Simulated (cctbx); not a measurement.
## What is wrong with this refinement?

Cell a = 3.2840 Å, b = 4.2580 Å, c = 4.2390 Å, α = 90.00°, β = 90.00°, γ = 90.00°; space group Cmmm (no. 65).

Simulated single-crystal data (cctbx): Mo Kα, λ = 0.71073 Å, to d = 0.7 Å, 70 % of the full sphere, strongest reflection 70000 counts, noise from counting, a 4 % proportional error and a noise floor of 2 counts (s.d.); no absorption, and some extinction, which the refinements don't model.

An anisotropic refinement with weights 1/σ² prints:

```text
Rint 0.031, 65 unique reflections to 0.71 A
cycle     R1     wR2    GooF  max shift (A)
   1  0.0956  0.1834   8.337   0.00000
   2  0.0941  0.1731   7.865   0.00000
final R1 0.0941 wR2 0.1731 GooF 7.865  parameters 3  data/parameter 21.7
atom        x        y        z      Ueq    occ   su(xyz)  su(Uiso or U11)
Ir1    0.00000  0.00000  0.00000   0.0073  1.000  0.00000  0.0015
difference map: max 40.01 min -2.59 rms 2.74
Q1    0.0000  0.5000  0.5000    2   41.56  2.68 A from Ir1
Q2    0.0000  0.0000  0.0000    2   14.90  0.00 A from Ir1
Q3    0.1185  0.2869  0.3998   16    0.82  2.13 A from Ir1
Q4    0.0000  0.2624  0.1524    8    0.79  1.29 A from Ir1
Q5    0.0000  0.1061  0.3714    8    0.77  1.64 A from Ir1
Q6    0.2342  0.0000  0.3718    8    0.74  1.75 A from Ir1
```

**Question.** Can this result stand? If not, what is the likely fault?

Mend it. The fault: an atom left out, P at (1/2, 0, 1/2). Against the right model at the same level, R1 goes from 0.0108 to 0.0941 and GooF from 1.00 to 7.87 and the top difference peak, 41.6 e/Å³, lies 2.68 Å from Ir1. Q1 is the missing atom. With scattering power missing, scale and phases suffer, so peaks may also grow on the heavy atoms.

The compound is PIr. The right model at the same level gives:

```text
Rint 0.031, 65 unique reflections to 0.71 A
cycle     R1     wR2    GooF  max shift (A)
   1  0.0210  0.0534   2.490   0.00000
   2  0.0108  0.0215   1.002   0.00000
final R1 0.0108 wR2 0.0215 GooF 1.002  parameters 6  data/parameter 10.8
atom        x        y        z      Ueq    occ   su(xyz)  su(Uiso or U11)
Ir1    0.00000  0.00000  0.00000   0.0092  1.000  0.00000  0.0002
P1     0.50000  0.00000  0.50000   0.0339  1.000  0.00000  0.0020
difference map: max 0.95 min -1.43 rms 0.32
Q1    0.0000  0.3213  0.0000    4    0.97  1.37 A from Ir1
Q2    0.0000  0.1325  0.2954    8    0.87  1.37 A from Ir1
Q3    0.0000  0.1550  0.5000    4    0.73  1.47 A from P1
Q4    0.1128  0.5000  0.0000    4    0.69  1.27 A from Ir1
Q5    0.2500  0.2500  0.2479    8    0.49  1.71 A from Ir1
Q6    0.0000  0.3610  0.2367    8    0.38  1.26 A from P1
```

This is a model crystal, built by substitution and not relaxed, with assumed displacement parameters.

[Middle refinement cycles are left out of these outputs.]

[Logs are printed without paths, hosts, clocks, repeated set-up lines and the standing remarks that a program may print on its own settings, such as how far it seeks lower states.]
